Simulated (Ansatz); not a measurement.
**C (Fd-3m, 2 atoms in the cell) under biaxial strain in the (001) plane**

Wanted: the shifts of the zone-centre modes of C (Fd-3m, 2 atoms in the cell) with strain.

Program: Ansatz 0.2.0. Level of theory: DFT LDA, scalar-relativistic, plane waves, PAW; PAW set soft_1. Results are calculated unless marked as measured.

Report form: the programs' logs are mostly left out.

### Step 1. The starting structure

Symmetry: Fd-3m, No. 227, cubic system. The conventional cell has a = 3.567 Å, b = 3.567 Å, c = 3.567 Å, α = 90.00°, β = 90.00°, γ = 90.00°. Nearest to C lie 4 C at 1.54 Å.

### Step 2. A rough relaxation first

A rough relaxation comes first, because large forces or stress need no tight tolerances yet.

input.yaml

```yaml
crystal:
  lattice:
    - [0.0, 1.78337, 1.78337]
    - [1.78337, 0.0, 1.78337]
    - [1.78337, 1.78337, 0.0]
  atoms:
    - { symbol: C, position: [0.5, 0.5, 0.5] }
    - { symbol: C, position: [0.75, 0.75, 0.75] }
kpoints:
  mp_grid: { grid: [10, 10, 10] }
hamiltonian:
  xc: lda
  pseudopotentials: { kind: paw, azcp: { folder: soft_1 }, xc_functional: pbe }
scf:
  occupations: { method: gaussian, width: 0.1 }
output:
  forces: true
  stress: true
  eigenvalues: true
relax:
  adjacent_minimum: "off"
  f_tol: 0.05
  max_steps: 80
  cell: { stress_tol: 0.5 }
```

Launch:

```
$ ansatz run input.yaml --threads 4 --pin off --max-ram 10240MiB --backend cpu --events-out ev --progress --plain --runs-dir out
```

The job ended after 1.1 s (4 threads of Arm Neoverse N1, shared host; peak memory 0.23 GiB; 3.2 s of CPU time).

The steps of the relaxation:

```csv
step,energy less that of the first step (eV),largest force component (eV/Å),pressure (GPa),volume (Å³)
1,0.0000,0.0000,-13.21,11.34
2,-0.0128,0.0000,-5.19,11.14
3,-0.0155,0.0000,0.20,11.01
4*,-0.0141,0.0000,-0.01,11.01
```

Relaxation steps marked * repeat the geometry before them on a plane-wave basis chosen anew for their cell, so energy and pressure can jump there.

The run keeps the 48 symmetry operations that it works with, so distortions that break them were not tested.

```
conventional cell, symmetrised  before  after  change
                         a (Å)   3.567  3.531  -1.0 %
                         b (Å)   3.567  3.531  -1.0 %
                         c (Å)   3.567  3.531  -1.0 %
              volume (Å³/atom)    5.67   5.51  -2.9 %
```

Final coordinates:

```
C
1.0
     0.00000    1.76575    1.76575
     1.76575    0.00000    1.76575
     1.76575    1.76575    0.00000
C
2
Cartesian
  1.7657 1.7657 1.7657
  2.6486 2.6486 2.6486
```

This step gave:

```yaml
pressure: -0.01498 GPa
gap_on_the_k_mesh: 4.211 eV
volume_per_atom: 5.505 Å³
```

In this step the volume went from 5.67 to 5.51 Å³/atom.

### Step 3. Relaxation

The cell and atoms are relaxed, since residual forces and stress would shift the frequencies.

input.yaml

```yaml
crystal:
  lattice:
    - [0.0, 1.7657494264, 1.7657494264]
    - [1.7657494264, 0.0, 1.7657494264]
    - [1.7657494264, 1.7657494264, 0.0]
  atoms:
    - { symbol: C, position: [0.5, 0.5, 0.5] }
    - { symbol: C, position: [0.75, 0.75, 0.75] }
kpoints:
  mp_grid: { grid: [12, 12, 12] }
hamiltonian:
  xc: lda
  pseudopotentials: { kind: paw, azcp: { folder: soft_1 }, xc_functional: pbe }
scf:
  occupations: { method: gaussian, width: 0.02 }
output:
  forces: true
  stress: true
  eigenvalues: true
  write_density: true
  write_potential: true
  elf: true
  volumetric_format: npy
relax:
  adjacent_minimum: "off"
  f_tol: 0.005
  max_steps: 80
  cell: { stress_tol: 0.05 }
```

Run time: 0.82 s. Hardware: 4 threads; peak memory 0.25 GiB; 2.4 s of CPU time.

Little changed from the start: no atom moved by 0.005 Å and no cell edge by 0.1 %.

This step gave:

| Item | Value |
| --- | --- |
| pressure | -0.02143 GPa |
| gap on the k-mesh | 4.202 eV |

Valence density in the ac plane of a cell with a along [110], b along [-110] and c along [001] of the cube at fractional y = 0.000, with atoms of C within 0.2 Å of it. It is the smooth field of the valence electrons, not physical close to the nuclei.

Ten even steps from '0' (0.1 e/Å³) to '9' (1.8 e/Å³), each cell a mean:
```
96211489621148
52000145200014
10000011000001
00000000000000
00232100023210
01587310158731
24899632489963
78999987899998
99645799964579
```
Columns run along a (5.0 Å), rows up along c (3.5 Å), edges of the conventional cell, whose origin can differ from the input's. Atoms in or near the plane, at fractional coordinates: C at (0.00, 0.00), C at (0.50, 0.00), C at (0.25, 0.25), C at (0.75, 0.25).

Electrostatic potential energy in the ac plane of a cell with a along [110], b along [-110] and c along [001] of the cube at fractional y = 0.000, with atoms of C within 0.2 Å of it. With pseudopotentials it is smooth inside the atoms' cores, unlike the true potential.

Ten even steps from '0' (-49 eV) to '9' (15 eV), each cell a mean:
```
14899721489972
78999977899997
99999999999999
99999999999999
99988999998899
99624899962489
98301699830169
46523654652365
03888610388861
```
Columns run along a (5.0 Å; values clipped at the 3rd and 97th percentile), rows up along c (3.5 Å), edges of the conventional cell, whose origin can differ from the input's. Atoms in or near the plane, at fractional coordinates: C at (0.00, 0.00), C at (0.50, 0.00), C at (0.25, 0.25), C at (0.75, 0.25).

ELF in the ac plane of a cell with a along [110], b along [-110] and c along [001] of the cube at fractional y = 0.000, with atoms of C within 0.2 Å of it. It is the smooth field of the valence electrons, not physical close to the nuclei.

Ten even steps from '_' (0.03) to '@' (0.90), each cell a mean:
```
::++==::--++--::++==::--++--
**==..____--++**==..____--++
::..________::::..________::
______....__________....____
__..--++==::____..--++==::__
..--++======::..--++======::
++##++..::##**++##++..::##**
**@@%%++##@@%%**@@%%++##@@%%
..**%%**##%%--..**%%**##%%--
```
Columns run along a (5.0 Å), rows up along c (3.5 Å), edges of the conventional cell, whose origin can differ from the input's. Atoms in or near the plane, at fractional coordinates: C at (0.00, 0.00), C at (0.50, 0.00), C at (0.25, 0.25), C at (0.75, 0.25).

In this step the volume went from 5.51 to 5.51 Å³/atom.

### Step 4. Tight relaxation

Phonons need small forces and stress, so the relaxation is finished with tight tolerances on 12×12×12 k points.

input.yaml, the sections that differ from step 3:

```yaml
scf:
  occupations: { method: fixed }
output:
  forces: true
  stress: true
  eigenvalues: true
relax:
  adjacent_minimum: "off"
  f_tol: 0.001
  max_steps: 60
  cell: { stress_tol: 0.01 }
# crystal, kpoints, hamiltonian: as in step 3
```

The job ended after 0.94 s (4 threads; peak memory 0.24 GiB; 2.8 s of CPU time).

Little changed from the start: no atom moved by 0.005 Å and no cell edge by 0.1 %.

This step gave:

| Quantity | Value |
| --- | --- |
| pressure | -0.008565 GPa |

The forces vanish by symmetry and the pressure is -0.009 GPa, within the tolerances set. The cell now holds 5.51 Å³/atom.

### Step 5. Zone-centre response at rest

The modes at rest are the reference of the series, and the response to a field gives the dielectric tensor and the Born charges.

input.yaml, the sections that differ from step 4:

```yaml
crystal:
  lattice:
    - [0.0, 1.7657332856, 1.7657332856]
    - [1.7657332856, 0.0, 1.7657332856]
    - [1.7657332856, 1.7657332856, 0.0]
  atoms:
    - { symbol: C, position: [0.5, 0.5, 0.5] }
    - { symbol: C, position: [0.75, 0.75, 0.75] }
output:
  eigenvalues: true
phonons:
  method: dfpt
  dielectric: true
  rigid_motions: translations
# kpoints, hamiltonian, scf: as in step 4
# relax: removed
```

It took 9.8 s on 4 threads; peak memory 0.41 GiB.

This step gave:

```
sum-rule residual before enforcement                    : 4.92e-4 eV/Å²
miss of the charge sum rule                             : 3.66e-4 e
estimated error of the dielectric tensor                : 0.01503
estimated error of the Born charges                     : 0.004274 e
point group                                             : m-3m
highest optical mode at the zone centre (no LO-TO term) : 1323 cm⁻¹
lowest optical zone-centre mode                         : 1323 cm⁻¹
mean high-frequency dielectric constant                 : 5.764
largest Born charge (third of the trace)                : 0 e
mean static dielectric constant                         : 5.764
top of the zone-centre spectrum with the field          : 1323 cm⁻¹
```

Patterns of degenerate modes are one choice out of their space. Modes at Γ:

| mode | frequency (cm⁻¹) | symmetry |
| --- | --- | --- |
| 1 | 0.0 | acoustic |
| 2 | 0.0 | acoustic |
| 3 | 0.0 | acoustic |
| 4 | 1322.6 | T2g |
| 5 | 1322.6 | T2g |
| 6 | 1322.6 | T2g |

Displacements in mode 4 (1322.6 cm⁻¹), the largest set to 1:
```
C1   0.00  0.00 -1.00
C2   0.00  0.00  1.00
```

Optical modes at the zone centre, without and with the macroscopic field of the longitudinal modes; each column is sorted by frequency, so a row need not hold one and the same mode. Modes with and without the field, by row:

```csv
rank among optical modes,no field (cm⁻¹),"q along (1, 0, 0) (cm⁻¹)"
1,1323,1323
2,1323,1323
3,1323,1323
```

The Born charge (rows field, columns displacement) vanishes on all sites.

High-frequency dielectric tensor:

```
5.76 0.00 0.00
0.00 5.76 0.00
0.00 0.00 5.76
```

Static dielectric tensor (ions relaxed, fixed cell):

```
5.76 0.00 0.00
0.00 5.76 0.00
0.00 0.00 5.76
```

Before it was imposed, the acoustic sum rule was missed by 4.9e-4 eV/Å² and the charge sum rule by 3.7e-4 e. Small misses are needed for a sound result but don't prove that mesh and cutoff are converged. The lowest optical mode is real, 1323 cm⁻¹.

### Step 6. A member of the series: biaxial strain of +4 % in the (001) plane

The cell takes a biaxial strain of +4 % in the (001) plane. The strained lengths are held, while the rest of the cell and the atoms relax.

input.yaml, the sections that differ from step 5:

```yaml
crystal:
  lattice:
    - [0.0, 1.8363626171, 1.7518037043]
    - [1.8363626171, 0.0, 1.7518037043]
    - [1.8363626171, 1.8363626171, 0.0]
  atoms:
    - { symbol: C, position: [0.5, 0.5, 0.5] }
    - { symbol: C, position: [0.75, 0.75, 0.75] }
  conventional_axes: [[-1, 1, 1], [1, -1, 1], [1, 1, -1]]
output:
  forces: true
  stress: true
  eigenvalues: true
relax:
  adjacent_minimum: "off"
  f_tol: 0.001
  max_steps: 60
  cell: { stress_tol: 0.01, fix: [a, b, gamma] }
# kpoints, hamiltonian, scf: as in step 5
# phonons: removed
```

Run time: 3.3 s. Hardware: 4 threads; peak memory 0.27 GiB.

Relaxation path:

```
step  energy less that of the first step (eV)  largest force component (eV/Å)  pressure (GPa)  volume (Å³)
   1                                   0.0000                          0.0000          -28.89        11.81
   2                                  -0.0004                          0.0000          -27.96        11.79
   3                                  -0.0004                          0.0000          -27.95        11.78
  4*                                  -0.0002                          0.0000          -27.97        11.78
   5                                  -0.0002                          0.0000          -27.95        11.78
  6*                                  -0.0002                          0.0000          -27.95        11.78
```

Relaxation steps marked * repeat the geometry before them on a plane-wave basis chosen anew for their cell, so energy and pressure can jump there.

The run keeps the 16 symmetry operations that it works with, so distortions that break them were not tested.

| conventional cell, symmetrised | before | after | change |
| --- | --- | --- | --- |
| a (Å) | 2.597 | 2.597 | +0.0 % |
| b (Å) | 2.597 | 2.597 | +0.0 % |
| c (Å) | 3.504 | 3.495 | -0.3 % |
| volume (Å³/atom) | 5.91 | 5.89 | -0.3 % |

Final coordinates:

```cif
data_structure
_symmetry_space_group_name_H-M 'P 1'
_symmetry_Int_Tables_number 1
_cell_length_a 2.5348
_cell_length_b 2.5348
_cell_length_c 2.5970
_cell_angle_alpha 59.185
_cell_angle_beta 59.185
_cell_angle_gamma 61.630
_cell_volume 11.78
loop_
_atom_site_label
_atom_site_type_symbol
_atom_site_fract_x
_atom_site_fract_y
_atom_site_fract_z
_atom_site_occupancy
C1 C 0.50000 0.50000 0.50000 1
C2 C 0.75000 0.75000 0.75000 1
```

This step gave:

* pressure: -27.95 GPa
* gap on the k-mesh: 2.839 eV
* volume per atom: 5.892 Å³

The forces vanish by symmetry.

The cell shrank by 0.3 % in volume.

### Step 7. Modes of this member: biaxial strain of +4 % in the (001) plane

The zone-centre modes follow for biaxial strain of +4 % in the (001) plane, with the response to a field.

input.yaml, the sections that differ from step 6:

```yaml
crystal:
  lattice:
    - [0.0, 1.8363626171, 1.7472898846]
    - [1.8363626171, 0.0, 1.7472898846]
    - [1.8363626171, 1.8363626171, 0.0]
  atoms:
    - { symbol: C, position: [0.5, 0.5, 0.5] }
    - { symbol: C, position: [0.75, 0.75, 0.75] }
output:
  eigenvalues: true
phonons:
  method: dfpt
  dielectric: true
  rigid_motions: translations
# kpoints, hamiltonian, scf: as in step 6
# relax: removed
```

Elapsed: 29 s, on 4 threads; peak memory 0.72 GiB.

This step gave:

| Item | Value |
| --- | --- |
| sum-rule residual before enforcement | 6.79e-5 eV/Å² |
| miss of the charge sum rule | 5.12e-4 e |
| estimated error of the dielectric tensor | 0.01621 |
| estimated error of the Born charges | 0.004384 e |
| point group | 4/mmm |
| highest optical mode at the zone centre (no LO-TO term) | 1255 cm⁻¹ |
| lowest optical zone-centre mode | 1217 cm⁻¹ |
| mean high-frequency dielectric constant | 5.892 |
| mean static dielectric constant | 5.892 |
| top of the zone-centre spectrum with the field | 1255 cm⁻¹ |

Patterns of degenerate modes are one choice out of their space. Modes at Γ:

```csv
mode,frequency (cm⁻¹),symmetry
1,0.0,acoustic
2,0.0,acoustic
3,0.0,acoustic
4,1216.8,Eg
5,1216.8,Eg
6,1255.4,B1g
```

The lowest optical mode is real, 1217 cm⁻¹, and the highest lies at 1255.4 cm⁻¹.

For the highest optical mode at the zone centre (no LO-TO term), step 5 gave 1323 cm⁻¹; this run, with strain 4 %, gives 1255 cm⁻¹ (-5 %).

### Step 8. A member of the series: biaxial strain of -4 % in the (001) plane

The cell takes a biaxial strain of -4 % in the (001) plane. The strained lengths are held, while the rest of the cell and the atoms relax.

input.yaml, the sections that differ from step 7:

```yaml
crystal:
  lattice:
    - [0.0, 1.695103954, 1.7803475219]
    - [1.695103954, 0.0, 1.7803475219]
    - [1.695103954, 1.695103954, 0.0]
  atoms:
    - { symbol: C, position: [0.5, 0.5, 0.5] }
    - { symbol: C, position: [0.75, 0.75, 0.75] }
  conventional_axes: [[-1, 1, 1], [1, -1, 1], [1, 1, -1]]
output:
  forces: true
  stress: true
  eigenvalues: true
relax:
  adjacent_minimum: "off"
  f_tol: 0.001
  max_steps: 60
  cell: { stress_tol: 0.01, fix: [a, b, gamma] }
# kpoints, hamiltonian, scf: as in step 7
# phonons: removed
```

It took 3.1 s on 4 threads; peak memory 0.26 GiB.

[end of part 1 of 2]

[Logs are printed without paths, hosts, clocks, repeated set-up lines and the standing remarks that a program may print on its own settings, such as how far it seeks lower states.]

[Hosts, paths, dates, database ids (printed as entryN), source tags and the programs' standing remarks are cut or masked in the printed files.]
